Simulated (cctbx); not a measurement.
## DyAlPO across an absorption edge

Space group R-3m (no. 166), a = 3.9590 Å, b = 3.9590 Å, c = 29.9640 Å, α = 90.00°, β = 90.00°, γ = 120.00°.

| atom | mult. | x | y | z | Ueq (Å²) |
| --- | --- | --- | --- | --- | --- |
| Dy1 | 6 | 2/3 | 1/3 | 0.9535 | 0.0119 |
| P1 | 6 | 0 | 0 | 0.8889 | 0.0200 |
| Al1 | 6 | 0 | 0 | 0.8054 | 0.0160 |
| O1 | 6 | 0 | 0 | 0.6940 | 0.0205 |

The model is made up (kin elements in a known structure type, no relaxation), so it says nothing on whether the phase exists.

Calculated with cctbx: free-atom f′ and f″ from the Sasaki tables, no fine structure; amplitudes in electrons.

| E (eV) | F 3 0 0 | F 2 1 1 | F 0 0 3 | F 0 2 1 |
| --- | --- | --- | --- | --- |
| 7190 | 239.1 | 100.0 | 147.0 | 122.9 |
| 7540 | 228.9 | 92.6 | 139.6 | 115.1 |
| 7670 | 220.6 | 86.4 | 133.5 | 108.5 |
| 7730 | 213.1 | 80.8 | 128.0 | 102.7 |
| 7760 | 205.5 | 75.2 | 122.4 | 96.7 |
| 7775 | 198.0 | 69.6 | 116.8 | 90.8 |
| 7782 | 191.4 | 64.6 | 111.9 | 85.5 |
| 7786 | 184.4 | 59.4 | 106.6 | 80.0 |
| 7794 | 188.7 | 67.9 | 110.2 | 86.6 |
| 7798 | 197.1 | 73.4 | 116.4 | 92.8 |
| 7805 | 204.4 | 78.3 | 121.8 | 98.2 |
| 7820 | 212.1 | 83.6 | 127.5 | 104.1 |
| 7850 | 219.8 | 88.9 | 133.1 | 109.9 |
| 7940 | 229.3 | 95.5 | 140.2 | 117.1 |
| 8190 | 236.8 | 100.7 | 145.9 | 122.9 |

**Question.** Which edge is crossed, and why do the reflections move as they do?

The L3 edge of Dy. The edge is at 7790 eV. f′ of Dy falls from -11.9 e at 7670 eV to -19.0 e at 4 eV below it, and f″ steps from 3.68 to 10.57 e across it. Over that approach |F| changes by -16 % (3 0 0), -31 % (2 1 1), -20 % (0 0 3) and -26 % (0 2 1): a reflection falls where Dy scatters in phase with the total and rises where it scatters against it; it hardly moves where the Dy term is small or cancels by symmetry. Above the edge the larger f″ enters the imaginary part, where it can add to or cancel the other atoms' f″. The structure is centrosymmetric, so Friedel mates stay equal.
